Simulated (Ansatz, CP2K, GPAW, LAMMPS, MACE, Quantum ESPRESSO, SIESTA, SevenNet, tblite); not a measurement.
# Liquid Zn23Cd15S38 at 1800 K (76 atoms): one structure in several programs

Wanted: errors and costs of other methods on liquid Zn23Cd15S38 at 1800 K (76 atoms). A plane-wave run serves as the reference.

Main program and level: Ansatz 0.2.0; Kohn-Sham DFT, PBE, PAW, plane waves.

**1. Set-up**

The cell holds 76 atoms: 23 Zn, 15 Cd and 38 S. Cell: a = 11.895 Å, b = 11.895 Å, c = 11.895 Å, α = 90.0°, β = 90.0°, γ = 90.0°. 76 atoms (23 Zn, 15 Cd, 38 S) placed at random at 4.35 g/cm³, melted at 2500 K for 10 ps at fixed volume with the Stillinger-Weber II-VI potential (Zhou et al., Phys. Rev. B 88, 085309 (2013)). Snapshot at the end of a hold of 5 ps at 1800 K and fixed volume.

**2. Reference: Ansatz, plane waves**

The PAW files are the set soft_2.

Contents of input.yaml:

```yaml
crystal:
  lattice:
    - [11.8953, 0.0, 0.0]
    - [0.0, 11.8953, 0.0]
    - [0.0, 0.0, 11.8953]
  atoms:
    - { symbol: Zn, position: [0.87728, 0.86571, 0.89147] }
    - { symbol: Zn, position: [0.05469, 0.91677, 0.61897] }
    - { symbol: Zn, position: [0.55965, 0.96035, 0.8351] }
    - { symbol: Zn, position: [0.73256, 0.84664, 0.12254] }
    [... 66 atom lines left out ...]
    - { symbol: S, position: [0.59727, 0.1763, 0.26849] }
    - { symbol: S, position: [0.25485, 0.31229, 0.331] }
    - { symbol: S, position: [0.85929, 0.98107, 0.06607] }
    - { symbol: S, position: [0.70309, 0.83074, 0.34112] }
    - { symbol: S, position: [0.56425, 0.90926, 0.64573] }
    - { symbol: S, position: [0.087, 0.95164, 0.2718] }
kpoints:
  mp_grid: { grid: [1, 1, 1] }
hamiltonian:
  xc: pbe
scf:
  occupations: { method: fermi_dirac, width: 0.05 }
output:
  forces: true
  eigenvalues: true
  populations: true
  stress: true
```

Run with:

```sh
$ ansatz run input.yaml --threads 4 --pin off --max-ram 8192MiB --backend cpu --events-out ev --progress --plain --runs-dir out
```

The log of the run:

```text
[...]
Pseudopotentials: kind: paw
Pseudopotential: Zn, paw, valence charge 12, recommended cutoff 420 eV (normal), Zn.paw.azcp
Pseudopotential: Cd, paw, valence charge 20, recommended cutoff 420 eV (normal), Cd.paw.azcp
Pseudopotential: S, paw, valence charge 6, recommended cutoff 420 eV (normal), S.paw.azcp
[...]
Crystal: 76 atoms, lattice volume = 1683.163 Å³
Basis set: ecut = 420 eV, 32987 PW (Γ), exchange–correlation on 160×160×160 points (8 copies of the dense FFT grid, shifted against one another)
Bands: 483, of which v1, the nominal top of the filled ones, is band 402 counted from 1 (401 counted from 0)
Symmetry: 1 space group operations
Space group: P1 (ITA 1), of the structure as read, at distance tolerance 1.2e-4 Å
k-points: 1
[...]
Initial density: superposition of atomic densities (neutral atoms: chi_scale 0, normalization atom), corrected by the library's trained network
Initial wavefunctions: pseudopotential atomic-orbital guess
[...]
SCF iter   1: F=—  HF=-234446.263371 eV  |F-HF|=—  |Δ(HF+E_count)|=         —  Δρ=3.78e-3  dr2=1.06e0  ethr=1.77e-3  ⟨swp⟩=6.0  Hψ=1741  notcnv=0  defer=16
preconditioner: auto → LDOS  [insulator: Δε(μ)=0.131 eV  Ē_g=9.887 eV  σ=0.050 eV  W_gap=0.57  n_scr=388 (ndim 8)  ℏωp=23.7 eV  f_vac=0.038  D(μ)=18.56/eV (n_scr^D=80)  ε∞_Penn≈6.7  β→1.0]
[...]
SCF iter  12: F=—  HF=-234446.167928 eV  |F-HF|=—  |Δ(HF+E_count)|=   6.96e-8  Δρ=2.03e-6  dr2=1.29e-7  ethr=8.84e-11  ⟨swp⟩=2.0  Hψ=737  notcnv=0  defer=64
SCF iter  13: F=-234446.167928 eV  HF=-234446.167928 eV  |F-HF|=1.92e-8  |Δ(HF+E_count)|=   8.85e-9  Δρ=9.49e-7  dr2=2.66e-8  ethr=1.24e-11  ⟨swp⟩=10.0  Hψ=2045  notcnv=0
SCF 1 converged in 13 iterations: F = -234446.167928 eV  dr2 = 2.66e-8
[...]
SCF converged after 13 iterations
Free energy (F): -234446.167928 eV
Harris-Foulkes:  -234446.167928 eV  (|F-HF|=1.92e-8)
Internal energy: -234445.959192 eV  (E = F + TS)
E sigma→0 (E₀):  -234446.063560 eV
Entropy (-TS):   -0.208736 eV (-2.747 meV/atom)
Fermi energy:    6.864233 eV
--- Per-component energies (eV) ---
[...]
Σ components = -234446.167928   (vs F -234446.167928, Δ=0.00e0)
--- Forces (eV/Å), atoms counted from 1 ---
  atom   1  Zn     0.93644154     1.82620387     0.92079047
  atom   2  Zn     0.31386105    -0.04535489     0.37867893
  atom   3  Zn    -0.63917512     0.04612783    -0.39528323
  atom   4  Zn     0.44123940    -0.19399399     0.57611940
[...]
atom  76  S      1.22841458     0.52896397     1.19593332
  max |Σ_I F_I| component: 1.56e-5 eV/Å
--- Stress (GPa, compression-positive) ---
       -1.874822       0.052483       0.681157
        0.052483       0.239844      -0.142873
        0.681156      -0.142873      -1.773549
  P = ⅓ Tr σ = -1.1362 GPa (-11.362 kbar)
--- Band table (eV) ---
  k-point 0: bands = ["-96.2459", "-96.0302", "-95.8779", "-95.8663", [... 467 levels ...], "12.1649", "12.2061", "12.3128", "12.3576", "12.3980", "12.4078", "12.4805", "12.5335", "12.5661", "12.5968", "12.6619", "12.6841"]
--- Löwdin populations: 76 sites ---
  site symbol       q [e]
     0     Zn     11.0231
     1     Zn     10.8165
     2     Zn     10.8527
[...]
75      S      6.9427
  spilling = 0.010210 (of n_electrons = 804.000000)
```

Run time: 29 s. Hardware: 4 threads of Arm Neoverse V2, shared host; peak memory 2.4 GiB.

In the SCF lines HF is the Harris–Foulkes energy and dr2 the Hartree energy of the density residual, in eV; the loop may stop once dr2 is under the threshold and the program's other checks hold. Hψ counts applications of the Hamiltonian.

Numbers from this run:

- free energy: -234446.1679 eV
- free energy per atom: -3084.8180 eV/atom
- SCF cycles: 13
- pressure: -1.136 GPa
- r.m.s. force component: 0.8509 eV/Å
- longest force: 2.828 eV/Å
- Fermi energy: 6.864 eV
- levels partly filled by over 2 per cent: 5
- spilling of the projection: 0.01021

Length of the force by element and coordination:

| element | coordination | atoms | mean length of the force (eV/Å) | spread | least | most |
| --- | --- | --- | --- | --- | --- | --- |
| Cd | all | 15 | 1.48 | 0.856 | 0.269 | 2.83 |
| S | all | 38 | 1.51 | 0.560 | 0.547 | 2.72 |
| Zn | all | 23 | 0.903 | 0.395 | 0.279 | 2.25 |

The levels nearest the highest filled one (over half full), pooled over k-points and spins:

| level less the highest filled one (eV) | occupation |
| --- | --- |
| -0.440 | 2 |
| -0.381 | 2 |
| -0.195 | 1.98 |
| -0.124 | 1.93 |
| -0.0719 | 1.82 |
| 0 | 1.42 |
| 0.0838 | 0.626 |
| 0.152 | 0.209 |
| 0.311 | 0.01 |
| 0.521 | 0 |
| 0.819 | 0 |
| 0.901 | 0 |

The run ends at a pressure of -1.14 GPa, with forces up to 2.8 eV/Å.

**3. The other programs**

The programs:
- CP2K 2026.2: Gaussian basis with GTH pseudopotentials and a plane-wave density; labels give functional, basis (MOLOPT sets; SR short-range, UZH the newer set with its own potentials), grid cutoff/relative cutoff and solver (OT: orbital transformation; TRS4, TC2, SIGN: linear-scaling purification with its sparsity filter), or its built-in tight binding.
- GPAW 26.7.0: PAW with atomic orbitals (LCAO), plane waves or a real-space grid of spacing h.
- MACE: machine-learned potential, published weights.
- Quantum ESPRESSO 7.5: plane waves; labels (QE) give functional, pseudopotential set and cutoffs of waves/density.
- SIESTA 5.4.2: numerical atomic orbitals, whose automatically made sets are far from complete, with PseudoDojo norm-conserving potentials that we converted to its format (checked against plane waves on the same files for H, C, O, Si, Ge and Ca alone); labels give functional, basis size, energy shift and mesh cutoff.
- SevenNet: machine-learned potential, published weights.
- tblite 0.8.0: extended tight binding, driven from Python.

All use the same cell and atoms; the electronic-structure runs use the same k-mesh, and an electronic temperature of 580 K (0.05 eV) where levels are smeared.

Differences are against the plane-wave reference, forces as r.m.s. over components; share is that over the reference's r.m.s. force, slope the least-squares factor from reference forces to these. Total energies of different programs have different zeros and aren't compared.

| run | Δ force, r.m.s. (meV/Å) | share (%) | slope | Δ pressure (GPa) | cores | CPU time | memory (GiB) |
| --- | --- | --- | --- | --- | --- | --- | --- |
| reference | - | - | - | - | 4 | 1.9 min | 2.4 |
| CP2K PBE, DZVP-MOLOPT-SR, 800/50 Ry, diagonalisation | 60.4 | 7.10 | 1.036 | 0.567 | 2 | 6.6 min | 8.1 |
| GPAW PBE, LCAO dzp, h 0.2 Å | 59.0 | 6.93 | 1.032 | - | 1 | 4.8 min | 1.9 |
| GPAW PBE, LCAO dzp, h 0.2 Å, other mixer settings | 58.7 | 6.89 | 1.034 | - | 1 | 6 min | 1.8 |
| GPAW PBE, LCAO sz(dzp), h 0.2 Å (coarse) | 289 | 34.0 | 1.122 | - | 1 | 2 min | 1.6 |
| GPAW RPBE, LCAO dzp, h 0.2 Å | 124 | 14.5 | 1.037 | - | 1 | 4.8 min | 1.9 |
| MACE MP-0b2 small potential | 192 | 22.6 | 0.906 | -0.142 | 1 | 5.4 s | 0.67 |
| MACE MP-0b3 medium potential | 160 | 18.8 | 0.918 | 0.0642 | 1 | 6.7 s | 0.85 |
| QE PBE+D3(BJ), sssp-1.3.0-efficiency, 45/360 Ry | 15.8 | 1.86 | 1.007 | -2.73 | 4 | 27 min | 4.4 |
| QE PBE, sssp-1.3.0-efficiency, 25/200 Ry (coarse) | 42.6 | 5.01 | 1.013 | -106 | 4 | 13 min | 2.0 |
| QE PBE, sssp-1.3.0-efficiency, 45/360 Ry | 12.8 | 1.50 | 1.007 | -0.419 | 4 | 24 min | 4.3 |
| SIESTA LDA, DZP, shift 0.01 Ry, mesh 500 Ry | 119 | 14.0 | 0.975 | -8.61 | 2 | 3.9 min | 1.8 |
| SIESTA PBE, DZP, shift 0.01 Ry, mesh 200 Ry | 111 | 13.1 | 1.037 | -3.17 | 2 | 2 min | 0.87 |
| SIESTA PBE, DZP, shift 0.01 Ry, mesh 500 Ry | 112 | 13.1 | 1.038 | -3.21 | 2 | 4.8 min | 1.8 |
| SIESTA PBE, TZP, shift 0.01 Ry, mesh 500 Ry | 108 | 12.7 | 1.038 | -3.40 | 4 | 6.8 min | 2.4 |
| SevenNet l3i5 potential | 129 | 15.2 | 0.950 | -0.278 | 1 | 8.1 s | 1.1 |
| tblite GFN1-xTB | 326 | 38.3 | 0.731 | 3.52 | 1 | 3.8 s | 0.13 |

Rows marked coarse use a setting chosen to be so.

Times of the machine-learned potentials are mostly Python's start and the loading of weights.

CPU time is summed over cores on a shared host, where runs went side by side, so it is rough. Symmetry, cutoffs, thresholds, outputs and thread counts weren't matched or tuned between programs; memory under MPI is the largest rank's times the ranks.

Mean charges by element (e), by run and scheme:

| run | scheme | Zn | Cd | S |
| --- | --- | --- | --- | --- |
| CP2K PBE, DZVP-MOLOPT-SR, 800/50 Ry, diagonalisation | Mulliken | -0.07 | +0.03 | +0.03 |
| CP2K PBE, DZVP-MOLOPT-SR, 800/50 Ry, diagonalisation | Hirshfeld | +0.25 | +0.28 | -0.26 |
| SIESTA LDA, DZP, shift 0.01 Ry, mesh 500 Ry | Hirshfeld | +0.59 | +0.27 | -0.47 |
| SIESTA PBE, DZP, shift 0.01 Ry, mesh 200 Ry | Hirshfeld | +0.61 | +0.29 | -0.49 |
| SIESTA PBE, DZP, shift 0.01 Ry, mesh 500 Ry | Hirshfeld | +0.61 | +0.29 | -0.49 |
| SIESTA PBE, TZP, shift 0.01 Ry, mesh 500 Ry | Hirshfeld | +0.60 | +0.29 | -0.48 |
| tblite GFN1-xTB | Mulliken | +0.29 | +0.07 | -0.20 |

Within one program, basis, potentials and functional, energies share a zero. Each run against its twin at the usual cutoff or grid and solver:

| run | twin | Δ energy (meV/atom) | Δ force, r.m.s. (meV/Å) | CPU time over the twin's |
| --- | --- | --- | --- | --- |
| GPAW PBE, LCAO dzp, h 0.2 Å, other mixer settings | LCAO dzp, h 0.2 Å | 2.0e-4 | 4.23 | 1.2 |
| QE PBE, sssp-1.3.0-efficiency, 25/200 Ry | sssp-1.3.0-efficiency, 45/360 Ry | 2414 | 38.7 | 0.51 |
| SIESTA PBE, DZP, shift 0.01 Ry, mesh 200 Ry | DZP, shift 0.01 Ry, mesh 500 Ry | -2.46 | 4.14 | 0.41 |

**4. What came out**

```
reference r.m.s. force component                       : 0.851 eV/Å
nearest in forces                                      : QE PBE, sssp-1.3.0-efficiency, 45/360 Ry, 1.5 %
farthest in forces                                     : tblite GFN1-xTB, 38 %
cheapest electronic-structure run beside the reference : tblite GFN1-xTB, 3.8 s of CPU time
```

PBE on plane waves or a grid with other potentials, cutoffs or grids, coarse settings apart, differs from the reference by 1.5 % (QE PBE, sssp-1.3.0-efficiency, 45/360 Ry) of the r.m.s. force; this holds the reference's own error, so differences of a few per cent don't tell which side is nearer the exact PBE result (QE's 45 Ry are 612 eV, against the reference's 420 eV). The PBE runs in local orbitals, coarse settings apart, differ by 6.9 % (GPAW PBE, LCAO dzp, h 0.2 Å, other mixer settings) to 13 % (SIESTA PBE, DZP, shift 0.01 Ry, mesh 500 Ry); basis, grid and potentials can all enter. Tight binding differs by 38 % (tblite GFN1-xTB); it is another model, with fitted parameters of its own, and the xTB methods hold dispersion. Machine-learned potentials differ by 15 % (SevenNet l3i5 potential) to 23 % (MACE MP-0b2 small potential); they were trained on other programs' data. Rows with another functional or a dispersion term differ by 1.9 % (QE PBE+D3(BJ), sssp-1.3.0-efficiency, 45/360 Ry) to 15 % (GPAW RPBE, LCAO dzp, h 0.2 Å), which mixes the change of model with differences of basis and potentials. Runs with settings chosen to be coarse differ by 5.0 % (QE PBE, sssp-1.3.0-efficiency, 25/200 Ry) to 34 % (GPAW PBE, LCAO sz(dzp), h 0.2 Å), their programs' other errors included. One electronic-structure run takes under half the reference's CPU time: tblite GFN1-xTB, at 38 % in 3.8 s against 1.9 min; its pressure misses by +3.5 GPa. GPAW PBE, LCAO sz(dzp), h 0.2 Å stiffens the forces by a factor of 1.12 while following their directions (correlation 0.962); the slopes of the 4 GPAW runs lie between 1.03 and 1.12. In pressure, QE PBE, sssp-1.3.0-efficiency, 25/200 Ry misses by -106.3 GPa, at the same functional; a cutoff this low leaves a large Pulay stress. Charges hang on model, scheme and program or settings: among these rows the mean for Zn runs from -0.07 to +0.61 e, even in sign. In the reference: 5 levels are partly filled, by over 2 % (at Γ alone): at this level the cell shows no clear gap. Periodic xTB results under one method name differ between programs and library versions. The potentials hold different valence shells: 804 electrons in the reference, 868 in Quantum ESPRESSO with SSSP, 684 in CP2K with DZVP-MOLOPT-SR, 684 in GPAW and 988 in SIESTA; this bears on time and differences. The frame stands for 1800 K, but pressures are static and levels are smeared at 580 K, under the temperature of the frame, which matters where levels are partly filled. Machine-learned potentials mimic data converged in k, so the reference's own k-point error enters their differences. The network of bonds at the start is that of the classical potential that made the cell, and needn't be the one that DFT or experiment would give. The electronic-structure runs sample only Γ, in a cell whose shortest periodic width is 12 Å, which is coarse for a cell with partly filled levels.

[Long decimals in the printed logs are rounded to 6 places.]

[Also dropped from logs without a mark: lines with file paths, logging warnings of Python, QE's lines on negative density and diagonalisation, SIESTA's first energy breakdown, zero terms and Voronoi charges.]

[Logs are printed without paths, hosts, clocks, repeated set-up lines and the standing remarks that a program may print on its own settings, such as how far it seeks lower states.]

[Hosts, paths, dates, database ids (printed as entryN), source tags and the programs' standing remarks are cut or masked in the printed files.]

[Not all failed runs are listed: runs killed by the host, ended in a Python traceback or in CONQUEST's support-function errors, and SIESTA runs with faulty potentials for Cu, Fe, Ni or Zn are left out.]
